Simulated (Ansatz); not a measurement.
## ScAlB4 (built on the sites of a database entry of ScB2): from the cell to its phonons

How does ScAlB4 (built on the sites of a database entry of ScB2) vibrate, and is this structure a minimum?

Method: DFT LDA, scalar-relativistic, plane waves, PAW, in Ansatz 0.2.0.

Report form: the programs' logs are mostly left out.

The structure was built from a prototype and need not be the compound's stable phase.

## Step 1: The structure

Symmetry: F-43m, No. 216, cubic system. The conventional cell has a = 5.658 Å, b = 5.658 Å, c = 5.658 Å, α = 90.00°, β = 90.00°, γ = 90.00°. Nearest to Sc lie 12 B at 2.35 Å and 4 Al at 2.45 Å. Nearest to Al lie 12 B at 2.35 Å and 4 Sc at 2.45 Å. Nearest to B lie 6 B at 2.00 Å and 3 Sc at 2.35 Å and 3 Al at 2.35 Å. Farther neighbours are not listed.

As a file:

```cif
data_structure
_symmetry_space_group_name_H-M 'F-43m'
_symmetry_Int_Tables_number 216
_cell_length_a 5.6583
_cell_length_b 5.6583
_cell_length_c 5.6583
_cell_angle_alpha 90.000
_cell_angle_beta 90.000
_cell_angle_gamma 90.000
_cell_volume 181.16
loop_
_atom_site_label
_atom_site_type_symbol
_atom_site_symmetry_multiplicity
_atom_site_Wyckoff_symbol
_atom_site_fract_x
_atom_site_fract_y
_atom_site_fract_z
_atom_site_occupancy
Sc1 Sc 4 d 0.25000 0.25000 0.75000 1
Al1 Al 4 a 0.00000 0.00000 0.00000 1
B1 B 16 e 0.12500 0.37500 0.12500 1
```

## Step 2: Coarse relaxation

The start is far from rest, so a relaxation with loose tolerances brings it close first.

The input, input.yaml:

```yaml
crystal:
  lattice:
    - [0.0, 2.82914, 2.82914]
    - [2.82914, 0.0, 2.82914]
    - [2.82914, 2.82914, 0.0]
  atoms:
    - { symbol: Sc, position: [0.25, 0.25, 0.25] }
    - { symbol: Al, position: [0.0, 0.0, 0.0] }
    - { symbol: B, position: [0.625, 0.625, 0.625] }
    - { symbol: B, position: [0.125, 0.625, 0.625] }
    - { symbol: B, position: [0.625, 0.125, 0.625] }
    - { symbol: B, position: [0.625, 0.625, 0.125] }
kpoints:
  mp_grid: { grid: [6, 6, 6] }
hamiltonian:
  xc: lda
scf:
  occupations: { method: gaussian, width: 0.1 }
output:
  forces: true
  stress: true
  eigenvalues: true
relax:
  adjacent_minimum: "off"
  f_tol: 0.05
  max_steps: 80
  cell: { stress_tol: 0.5 }
```

Started as:

```sh
> ansatz run input.yaml --threads 8 --pin off --max-ram 14336MiB --backend cpu --events-out ev --progress --plain --runs-dir out
```

It took 10 s on 8 threads of Arm Neoverse N1, shared host; peak memory 0.41 GiB.

Step by step:

| step | energy less that of the first step (eV) | largest force component (eV/Å) | pressure (GPa) | volume (Å³) |
| --- | --- | --- | --- | --- |
| 1 | 0.0000 | 0.0323 | 29.47 | 45.29 |
| 2 | -0.3688 | 0.0521 | 12.51 | 48.18 |
| 3 | -0.4702 | 0.0748 | 1.61 | 50.57 |
| 4 | -0.4748 | 0.0873 | 0.00 | 50.99 |
| 5 | -0.4982 | 0.1559 | -1.66 | 51.60 |
| 6 | -0.5539 | 0.2171 | -1.96 | 52.16 |
| 7 | -0.4651 | 1.0766 | 8.41 | 53.42 |
| 8 | -0.5932 | 0.2154 | -0.90 | 52.31 |
| 9 | -0.6347 | 0.2097 | -0.47 | 52.76 |
| 10 | -0.6694 | 0.1019 | -0.08 | 53.31 |
| 11 | -0.6676 | 0.1442 | 0.53 | 53.95 |
| 12 | -0.6744 | 0.0028 | -0.06 | 53.70 |
| 13* | -0.7011 | 0.0069 | 0.54 | 53.70 |
| 14 | -0.7012 | 0.0015 | 0.04 | 53.90 |
| 15* | -0.7016 | 0.0017 | 0.04 | 53.90 |

Relaxation steps marked * repeat the geometry before them on a plane-wave basis chosen anew for their cell, so energy and pressure can jump there. Relaxation steps 7, 11 were tried and not accepted.

The run keeps the 24 symmetry operations that it works with, so distortions that break them were not tested.

| conventional cell, symmetrised | before | after | change |
| --- | --- | --- | --- |
| a (Å) | 5.658 | 5.996 | +6.0 % |
| b (Å) | 5.658 | 5.996 | +6.0 % |
| c (Å) | 5.658 | 5.996 | +6.0 % |
| volume (Å³/atom) | 7.55 | 8.98 | +19.0 % |

The atoms that moved most (Å, as changes of fractional coordinates times the final cell):

| atom | dx | dy | dz | length |
| --- | --- | --- | --- | --- |
| B3 | 0.114 | 0.114 | 0.114 | 0.198 |
| B4 | 0.114 | -0.114 | -0.114 | 0.198 |
| B6 | -0.114 | -0.114 | 0.114 | 0.198 |
| B5 | -0.114 | 0.114 | -0.114 | 0.198 |

This step gave:

* pressure: 0.04486 GPa
* volume per atom: 8.984 Å³
* gap on the k-mesh: 0 eV

In this step the volume went from 7.55 to 8.98 Å³/atom.

## Step 3: Bringing the structure to rest

Harmonic phonons are second derivatives at a point where the forces vanish, and they are wanted at zero stress, so atoms and cell are relaxed first.

The input, input.yaml:

```yaml
crystal:
  lattice:
    - [0.0, 2.9982313378, 2.9982313378]
    - [2.9982313378, 0.0, 2.9982313378]
    - [2.9982313378, 2.9982313378, 0.0]
  atoms:
    - { symbol: Sc, position: [0.25, 0.25, 0.25] }
    - { symbol: Al, position: [0.0, 0.0, 0.0] }
    - { symbol: B, position: [0.6440275476, 0.6440275476, 0.6440275476] }
    - { symbol: B, position: [0.0679173572, 0.6440275476, 0.6440275476] }
    - { symbol: B, position: [0.6440275476, 0.0679173572, 0.6440275476] }
    - { symbol: B, position: [0.6440275476, 0.6440275476, 0.0679173572] }
kpoints:
  mp_grid: { grid: [10, 10, 10] }
hamiltonian:
  xc: lda
scf:
  occupations: { method: gaussian, width: 0.1 }
output:
  forces: true
  stress: true
  eigenvalues: true
relax:
  adjacent_minimum: "off"
  f_tol: 0.005
  max_steps: 80
  cell: { stress_tol: 0.05 }
```

Run time: 7.1 s. Hardware: 8 threads; peak memory 0.48 GiB.

Relaxation path:

| step | energy less that of the first step (eV) | largest force component (eV/Å) | pressure (GPa) | volume (Å³) |
| --- | --- | --- | --- | --- |
| 1 | 0.0000 | 0.0402 | -0.26 | 53.90 |
| 2 | -0.0007 | 0.0342 | 0.05 | 53.77 |
| 3 | -0.0013 | 0.0089 | -0.15 | 53.69 |
| 4 | -0.0013 | 0.0001 | 0.01 | 53.66 |
| 5* | -0.0010 | 0.0000 | 0.00 | 53.66 |

Relaxation steps marked * repeat the geometry before them on a plane-wave basis chosen anew for their cell, so energy and pressure can jump there.

The run keeps the 24 symmetry operations that it works with, so distortions that break them were not tested.

| conventional cell, symmetrised | before | after | change |
| --- | --- | --- | --- |
| a (Å) | 5.996 | 5.987 | -0.1 % |
| b (Å) | 5.996 | 5.987 | -0.1 % |
| c (Å) | 5.996 | 5.987 | -0.1 % |
| volume (Å³/atom) | 8.98 | 8.94 | -0.4 % |

The relaxed structure:

```xyz
6
Lattice="0.0000 2.9937 2.9937 2.9937 0.0000 2.9937 2.9937 2.9937 0.0000" Properties=species:S:1:pos:R:3 pbc="T T T"
Sc    1.4969    1.4969    1.4969
Al    0.0000    0.0000    0.0000
B     3.8527    3.8527    3.8527
B     3.8527    2.1348    2.1348
B     2.1348    3.8527    2.1348
B     2.1348    2.1348    3.8527
```

Numbers from this step:

```yaml
pressure: 8.01e-4 GPa
volume_per_atom: 8.944 Å³
```

In this step the volume went from 8.98 to 8.94 Å³/atom.

## Step 4: Tight relaxation

Phonons need a cell at rest on their own settings, so the relaxation is repeated with tight tolerances on forces and stress on the k mesh and occupations of the first response run.

The input, input.yaml:

```yaml
crystal:
  lattice:
    - [0.0, 2.9937386876, 2.9937386876]
    - [2.9937386876, 0.0, 2.9937386876]
    - [2.9937386876, 2.9937386876, 0.0]
  atoms:
    - { symbol: Sc, position: [0.25, 0.25, 0.25] }
    - { symbol: Al, position: [0.0, 0.0, 0.0] }
    - { symbol: B, position: [0.6434570323, 0.6434570323, 0.6434570323] }
    - { symbol: B, position: [0.0696289032, 0.6434570323, 0.6434570323] }
    - { symbol: B, position: [0.6434570323, 0.0696289032, 0.6434570323] }
    - { symbol: B, position: [0.6434570323, 0.6434570323, 0.0696289032] }
kpoints:
  mp_grid: { grid: [12, 12, 12] }
hamiltonian:
  xc: lda
scf:
  occupations: { method: methfessel_paxton, width: 0.2 }
output:
  forces: true
  stress: true
  eigenvalues: true
relax:
  adjacent_minimum: "off"
  f_tol: 0.001
  max_steps: 60
  cell: { stress_tol: 0.01 }
```

Run time: 9.9 s. Hardware: 8 threads; peak memory 0.51 GiB.

Little changed from the start: no atom moved by 0.005 Å and no cell edge by 0.1 %.

Numbers from this step:

* pressure: -2.64e-4 GPa
* volume per atom: 8.951 Å³

The largest force component left is 0.063 meV/Å and the pressure is 0.000 GPa, within the tolerances set. The cell now holds 8.95 Å³/atom.

## Step 5: Zone-centre response

The zone centre comes first: it holds the modes that light can see, as far as symmetry allows. No field response is asked, since the mesh shows no gap.

The input, input.yaml:

```yaml
crystal:
  lattice:
    - [0.0, 2.9945439792, 2.9945439792]
    - [2.9945439792, 0.0, 2.9945439792]
    - [2.9945439792, 2.9945439792, 0.0]
  atoms:
    - { symbol: Sc, position: [0.25, 0.25, 0.25] }
    - { symbol: Al, position: [0.0, 0.0, 0.0] }
    - { symbol: B, position: [0.6435638331, 0.6435638331, 0.6435638331] }
    - { symbol: B, position: [0.0693085008, 0.6435638331, 0.6435638331] }
    - { symbol: B, position: [0.6435638331, 0.0693085008, 0.6435638331] }
    - { symbol: B, position: [0.6435638331, 0.6435638331, 0.0693085008] }
kpoints:
  mp_grid: { grid: [12, 12, 12] }
hamiltonian:
  xc: lda
scf:
  occupations: { method: methfessel_paxton, width: 0.2 }
output:
  eigenvalues: true
phonons:
  method: dfpt
```

Wall time 55 s (8 threads); peak memory 1.9 GiB; 6.5 min of CPU time.

Numbers from this step:

| Property | Result |
| --- | --- |
| sum-rule residual before enforcement | 1.62e-5 eV/Å² |
| point group | -43m |
| highest optical mode at the zone centre (no LO-TO term) | 660.9 cm⁻¹ |
| lowest optical zone-centre mode | 239.1 cm⁻¹ |

Patterns of degenerate modes are one choice out of their space. The modes at Γ (shares of kinetic energy by element, %):

| mode | frequency (cm⁻¹) | symmetry | Sc % | Al % | B % |
| --- | --- | --- | --- | --- | --- |
| 1 | 0.0 | acoustic | 39 | 23 | 38 |
| 2 | 0.0 | acoustic | 39 | 23 | 38 |
| 3 | 0.0 | acoustic | 39 | 23 | 38 |
| 4 | 239.1 | T2 | 1 | 59 | 40 |
| 5 | 239.1 | T2 | 1 | 59 | 40 |
| 6 | 239.1 | T2 | 1 | 59 | 40 |
| 7 | 323.3 | T1 | 0 | 0 | 100 |
| 8 | 323.3 | T1 | 0 | 0 | 100 |
| 9 | 323.3 | T1 | 0 | 0 | 100 |
| 10 | 356.9 | E | 0 | 0 | 100 |
| 11 | 356.9 | E | 0 | 0 | 100 |
| 12 | 413.6 | T2 | 43 | 17 | 40 |
| 13 | 413.6 | T2 | 43 | 17 | 40 |
| 14 | 413.6 | T2 | 43 | 17 | 40 |
| 15 | 454.6 | T2 | 17 | 1 | 82 |
| 16 | 454.6 | T2 | 17 | 1 | 82 |
| 17 | 454.6 | T2 | 17 | 1 | 82 |
| 18 | 660.9 | A1 | 0 | 0 | 100 |

Displacements in mode 4 (239.1 cm⁻¹), the largest set to 1:
```
Sc1  0.00 -0.03 -0.08
Al2  0.03  0.33  1.00
B3  -0.36 -0.45 -0.63
B4   0.33 -0.43 -0.62
B5  -0.19  0.09 -0.46
B6   0.16  0.08 -0.44
```

Displacements in mode 9 (323.3 cm⁻¹), the largest set to 1:
```
Sc1  0.00  0.00  0.00
Al2  0.00  0.00  0.00
B3  -0.39  0.65 -0.26
B4   0.39 -0.61  1.00
B5   0.35 -0.65 -1.00
B6  -0.35  0.61  0.26
```

Before it was imposed, the acoustic sum rule was missed by 1.6e-5 eV/Å². Small misses are needed for a sound result but don't prove that mesh and cutoff are converged. The lowest optical mode is real, 239 cm⁻¹.

## Step 6: Response at finite wavevector

Stability and thermal properties need the whole zone. Linear response on a 4×4×4 q mesh gives force constants as far as a supercell of that size would.

Edit input.yaml of step 5 so:

```diff
@@ -22 +22,8 @@
   method: dfpt
+  qmesh: [4, 4, 4]
+  temperatures: { t_max: 1000, t_step: 50 }
+  qpath:
+    path:
+      - [[0.0, 0.0, 0.0], [-0.5, -0.5, 0.0], [-0.375, -0.375, 0.25]]
+      - [[-0.375, 0.0, 0.375], [0.0, 0.0, 0.0], [0.0, 0.0, 0.5], [-0.5, -0.25, 0.25], [-0.5, -0.5, 0.0]]
+    npoints: 10
```

It took 20 min on 8 threads; peak memory 4.7 GiB.

This step gave:

```yaml
sum_rule_residual_before_enforcement: 1.49e-5 eV/Å²
lowest_frequency_on_the_path: -322.1 cm⁻¹
highest_frequency_on_the_path_or_at_a_solved_wavevector: 744.4 cm⁻¹
lowest_mode_on_the_q_mesh_acoustic_modes_at_gamma_apart: -322.1 cm⁻¹
```

Frequencies (cm⁻¹) solved at each irreducible wavevector; negative means imaginary. Frequencies by wavevector, by row:

| q in reciprocal lattice units | star | mode 1 | mode 2 | mode 3 | mode 4 | mode 16 | mode 17 | mode 18 |
| --- | --- | --- | --- | --- | --- | --- | --- | --- |
| 0 0 0 | 1 | 0 | 0 | 0 | 239.1 | 454.6 | 454.6 | 660.9 |
| 0 0 0.25 | 8 | 34.5 | 96.7 | 96.7 | 204 | 490.1 | 490.1 | 697.6 |
| 0 0 -0.5 | 4 | -37.9 | 153.6 | 153.6 | 229.3 | 519.4 | 519.4 | 719.2 |
| 0 0.25 0.25 | 6 | -140.3 | -140.3 | 192.4 | 192.4 | 512.4 | 512.4 | 710 |
| 0 0.25 -0.5 | 24 | -233.2 | -111.4 | 67.8 | 180.1 | 537 | 549.1 | 733.3 |
| 0 0.25 -0.25 | 12 | -203.2 | -49.5 | 77.8 | 180 | 518.6 | 545 | 723 |
| 0 -0.5 -0.5 | 3 | -184.6 | -184.6 | -127.1 | 177.2 | 557.3 | 557.3 | 743 |
| 0.25 -0.5 -0.25 | 6 | -322.1 | -122.3 | 121.1 | 148.1 | 538 | 555.9 | 744.4 |

Interpolated from a 4×4×4 q mesh. Phonon branches along the path, in cm⁻¹:

| point | branch 1 | branch 2 | branch 3 | branch 4 | branch 15 | branch 16 | branch 17 | branch 18 |
| --- | --- | --- | --- | --- | --- | --- | --- | --- |
| Γ | 0 | 0 | 0 | 239 | 455 | 455 | 455 | 661 |
| halfway | -140 | -140 | 192 | 192 | 483 | 512 | 512 | 710 |
| X | -185 | -185 | -127 | 177 | 495 | 557 | 557 | 743 |
| halfway | -234 | -172 | -103 | 170 | 492 | 553 | 559 | 743 |
| U | -283 | -141 | 41 | 175 | 511 | 543 | 560 | 742 |
| jump to K | -283 | -141 | 41 | 175 | 511 | 543 | 560 | 742 |
| halfway | -142 | 111 | 114 | 159 | 489 | 501 | 521 | 708 |
| Γ | 0 | 0 | 0 | 239 | 455 | 455 | 455 | 661 |
| halfway | 34 | 97 | 97 | 204 | 485 | 490 | 490 | 698 |
| L | -38 | 154 | 154 | 229 | 496 | 519 | 519 | 719 |
| halfway | -240 | -65 | 127 | 170 | 516 | 527 | 548 | 732 |
| W | -322 | -122 | 121 | 148 | 524 | 538 | 556 | 744 |
| halfway | -271 | -121 | -109 | 158 | 491 | 553 | 556 | 744 |
| X | -185 | -185 | -127 | 177 | 495 | 557 | 557 | 743 |

The phonon density of states has structure finer than the step of the table below, so its rows give means over 25 cm⁻¹, whole bins alone (the curve runs from -325 to 745 cm⁻¹). Peaks (cm⁻¹: height): 185.0: 0.0424, 255.0: 0.0572, 325.0: 0.0420, 355.0: 0.0413, 405.0: 0.0659, 445.0: 0.0462, 525.0: 0.0420.

Tetrahedra on a 20×20×20 mesh, mean over bins of 10 cm-1. Interpolated from a 4×4×4 q mesh. Phonon density of states against wavenumber; means over each step:

| wavenumber (cm⁻¹) | phonon density of states (1/cm⁻¹/cell) |
| --- | --- |
| -300 | 0.00275 |
| -275 | 0.00489 |
| -250 | 0.00469 |
| -225 | 0.00437 |
| -200 | 0.00431 |
| -175 | 0.00546 |
| -150 | 0.00744 |
| -125 | 0.0117 |
| -100 | 0.0107 |
| -75 | 0.00691 |
| -50 | 0.00405 |
| -25 | 0.00287 |
| 0 | 0.00264 |
| 25 | 0.00276 |
| 50 | 0.00375 |
| 75 | 0.00751 |
| 100 | 0.0130 |
| 125 | 0.0112 |
| 150 | 0.0149 |
| 175 | 0.0357 |
| 200 | 0.0322 |
| 225 | 0.0216 |
| 250 | 0.0463 |
| 275 | 0.0265 |
| 300 | 0.0338 |
| 325 | 0.0347 |
| 350 | 0.0281 |
| 375 | 0.0341 |
| 400 | 0.0509 |
| 425 | 0.0286 |
| 450 | 0.0377 |
| 475 | 0.0359 |
| 500 | 0.0352 |
| 525 | 0.0393 |
| 550 | 0.0310 |
| 575 | 0.00208 |
| 600 | 0 |
| 625 | 0 |
| 650 | 9.0e-5 |
| 675 | 0.00168 |
| 700 | 0.00679 |
| 725 | 0.0217 |

The partial phonon density of states has structure finer than the step of the table below, so its rows give means over 25 cm⁻¹, whole bins alone (the curve runs from -329 to 776 cm⁻¹). Peaks (cm⁻¹: height): Al 185.4: 0.0188, 254.9: 0.0216, 400.9: 0.0114; B -120.4: 0.00933, 185.4: 0.0142, 248.0: 0.0257, 317.5: 0.0335, 400.9: 0.0172, 519.1: 0.0398, 734.6: 0.0246; Sc -120.4: 0.00353, 178.5: 0.00725, 400.9: 0.0259.

Phonopy on the run's constants, 17x17x17 mesh, Gaussian sigma 7.9 cm-1. Interpolated from a 4×4×4 q mesh. Partial phonon density of states against wavenumber; means over each step; values in 1/cm⁻¹/cell:

| wavenumber (cm⁻¹) | Al | B | Sc |
| --- | --- | --- | --- |
| -300 | 1.4e-5 | 0.00254 | 2.7e-4 |
| -275 | 2.9e-5 | 0.00439 | 4.6e-4 |
| -250 | 3.6e-5 | 0.00407 | 4.6e-4 |
| -225 | 4.9e-5 | 0.00372 | 4.7e-4 |
| -200 | 1.0e-4 | 0.00363 | 6.2e-4 |
| -175 | 2.6e-4 | 0.00426 | 0.00107 |
| -150 | 5.1e-4 | 0.00527 | 0.00177 |
| -125 | 7.7e-4 | 0.00806 | 0.00300 |
| -100 | 8.5e-4 | 0.00719 | 0.00277 |
| -75 | 6.8e-4 | 0.00459 | 0.00175 |
| -50 | 6.1e-4 | 0.00400 | 0.00147 |
| -25 | 1.6e-4 | 9.6e-4 | 3.7e-4 |
| 0 | 6.4e-5 | 2.2e-4 | 1.1e-4 |
| 25 | 3.6e-4 | 0.00158 | 6.8e-4 |
| 50 | 3.9e-4 | 0.00228 | 8.7e-4 |
| 75 | 0.00107 | 0.00574 | 0.00190 |
| 100 | 0.00171 | 0.00849 | 0.00236 |
| 125 | 0.00285 | 0.00617 | 0.00239 |
| 150 | 0.00666 | 0.00594 | 0.00376 |
| 175 | 0.0159 | 0.0120 | 0.00647 |
| 200 | 0.0138 | 0.0129 | 0.00478 |
| 225 | 0.00942 | 0.0129 | 0.00147 |
| 250 | 0.0183 | 0.0239 | 0.00163 |
| 275 | 0.0109 | 0.0169 | 5.6e-4 |
| 300 | 0.00575 | 0.0265 | 9.5e-4 |
| 325 | 0.00312 | 0.0292 | 0.00155 |
| 350 | 0.00385 | 0.0114 | 0.0135 |
| 375 | 0.00499 | 0.0119 | 0.0180 |
| 400 | 0.00992 | 0.0153 | 0.0231 |
| 425 | 0.00374 | 0.0161 | 0.0118 |
| 450 | 0.00142 | 0.0294 | 0.00561 |
| 475 | 6.7e-4 | 0.0335 | 0.00184 |
| 500 | 4.0e-4 | 0.0341 | 8.5e-4 |
| 525 | 3.4e-4 | 0.0378 | 5.9e-4 |
| 550 | 2.5e-4 | 0.0289 | 3.7e-4 |
| 575 | 3.0e-5 | 0.00385 | 3.2e-5 |
| 600 | 0 | 2.4e-6 | 0 |
| 625 | 0 | 4.0e-8 | 0 |
| 650 | 0 | 1.5e-4 | 0 |
| 675 | 0 | 0.00175 | 9.9e-6 |
| 700 | 1.1e-6 | 0.00714 | 4.6e-5 |
| 725 | 9.7e-6 | 0.0208 | 1.0e-4 |
| 750 | 5.8e-6 | 0.00992 | 3.5e-5 |

Symmetry leaves 8 wavevectors to solve. The lowest mode among them, the acoustic zeros apart, lies at q = (0.25, -0.5, -0.25) and is imaginary, 322.1i cm⁻¹, so the energy falls along it.

## Step 7: Another isotope

An isotope changes the mass and not the force constants, so no new electronic calculation is needed; the shifts show which modes move this element.

The same force constants with the mass of B changed from 10.810 to 10.013 u (phonopy, no LO-TO term). Both lists are sorted by frequency; levels can cross, so a row need not hold one and the same mode. Modes under 3 cm⁻¹ are left out. Isotope shifts, by row, the first 40 of 60 rows:

| q | rank | natural mass (cm⁻¹) | changed mass (cm⁻¹) |
| --- | --- | --- | --- |
| 0 0 0 | 4 | 239.1 | 242.8 |
| 0 0 0 | 5 | 239.1 | 242.8 |
| 0 0 0 | 6 | 239.1 | 242.8 |
| 0 0 0 | 7 | 323.3 | 335.9 |
| 0 0 0 | 8 | 323.3 | 335.9 |
| 0 0 0 | 9 | 323.3 | 335.9 |
| 0 0 0 | 10 | 356.9 | 370.8 |
| 0 0 0 | 11 | 356.9 | 370.8 |
| 0 0 0 | 12 | 413.6 | 419.8 |
| 0 0 0 | 13 | 413.6 | 419.8 |
| 0 0 0 | 14 | 413.6 | 419.8 |
| 0 0 0 | 15 | 454.6 | 469.5 |
| 0 0 0 | 16 | 454.6 | 469.5 |
| 0 0 0 | 17 | 454.6 | 469.5 |
| 0 0 0 | 18 | 660.9 | 686.7 |
| 0 0 0.25 | 1 | 34.46 | 35.3 |
| 0 0 0.25 | 2 | 96.68 | 97.81 |
| 0 0 0.25 | 3 | 96.68 | 97.81 |
| 0 0 0.25 | 4 | 204 | 210.4 |
| 0 0 0.25 | 5 | 204 | 210.4 |
| 0 0 0.25 | 6 | 235.1 | 237.3 |
| 0 0 0.25 | 7 | 286.7 | 294.3 |
| 0 0 0.25 | 8 | 286.7 | 294.3 |
| 0 0 0.25 | 9 | 299.8 | 311.5 |
| 0 0 0.25 | 10 | 377.4 | 381.4 |
| 0 0 0.25 | 11 | 380.8 | 390.1 |
| 0 0 0.25 | 12 | 380.8 | 390.1 |
| 0 0 0.25 | 13 | 434.8 | 444.7 |
| 0 0 0.25 | 14 | 434.8 | 444.7 |
| 0 0 0.25 | 15 | 485.1 | 501.3 |
| 0 0 0.25 | 16 | 490.1 | 508.9 |
| 0 0 0.25 | 17 | 490.1 | 508.9 |
| 0 0 0.25 | 18 | 697.6 | 724.6 |
| 0 0 -0.5 | 1 | -37.85 | -39.32 |
| 0 0 -0.5 | 2 | 153.6 | 154.1 |
| 0 0 -0.5 | 3 | 153.6 | 154.1 |
| 0 0 -0.5 | 4 | 229.3 | 238.2 |
| 0 0 -0.5 | 5 | 229.3 | 238.2 |
| 0 0 -0.5 | 6 | 244 | 244.2 |
| 0 0 -0.5 | 7 | 272 | 282.6 |

A mode of this element alone would shift by +3.90 %. The highest zone-centre frequency without the field goes from 660.9 to 686.7 cm⁻¹ (+3.9 %). The product of the frequency ratios over all optical modes at Γ is 1.518; the product rule, (m/m′)^(3k/2) (M′/M)^(3/2) with k = 4 such atoms and M the mass of the cell, gives 1.518.

## Step 8: Outcome

| Item | Value |
| --- | --- |
| space group after relaxation (within 0.01 Å) | F-43m |
| volume per atom | 8.95 Å³ |
| electronic character | no gap on this mesh |
| highest optical mode at the zone centre (no LO-TO term) | 661 cm⁻¹ |
| lowest optical zone-centre mode | 239 cm⁻¹ |
| lowest mode on the q mesh (acoustic modes at Γ apart) | -322 cm⁻¹ |
| highest frequency on the path or at a solved wavevector | 744 cm⁻¹ |
| imaginary modes on the 4×4×4 q mesh | yes |

In words: Modes are clearly imaginary (beyond 10i cm⁻¹) at 6 of the 8 irreducible wavevectors, most at q = (0.25, -0.5, -0.25) (322.1i cm⁻¹), so this structure is not a minimum of the energy. The optical modes at Γ span 239 to 661 cm⁻¹. The highest mode in this list at Γ, 660.9 cm⁻¹, is mostly motion of B (100 % of the kinetic energy). With no gap, or one that is small against the smearing, the frequencies hang on the k mesh and the smearing, most of all near Kohn anomalies. The starting cell was built on a prototype and not taken from a measurement, so the phase need not exist. These are harmonic frequencies at zero temperature: anharmonic shifts, linewidths and thermal expansion are left out.

[Logs are printed without paths, hosts, clocks, repeated set-up lines and the standing remarks that a program may print on its own settings, such as how far it seeks lower states.]

[Hosts, paths, dates, database ids (printed as entryN), source tags and the programs' standing remarks are cut or masked in the printed files.]
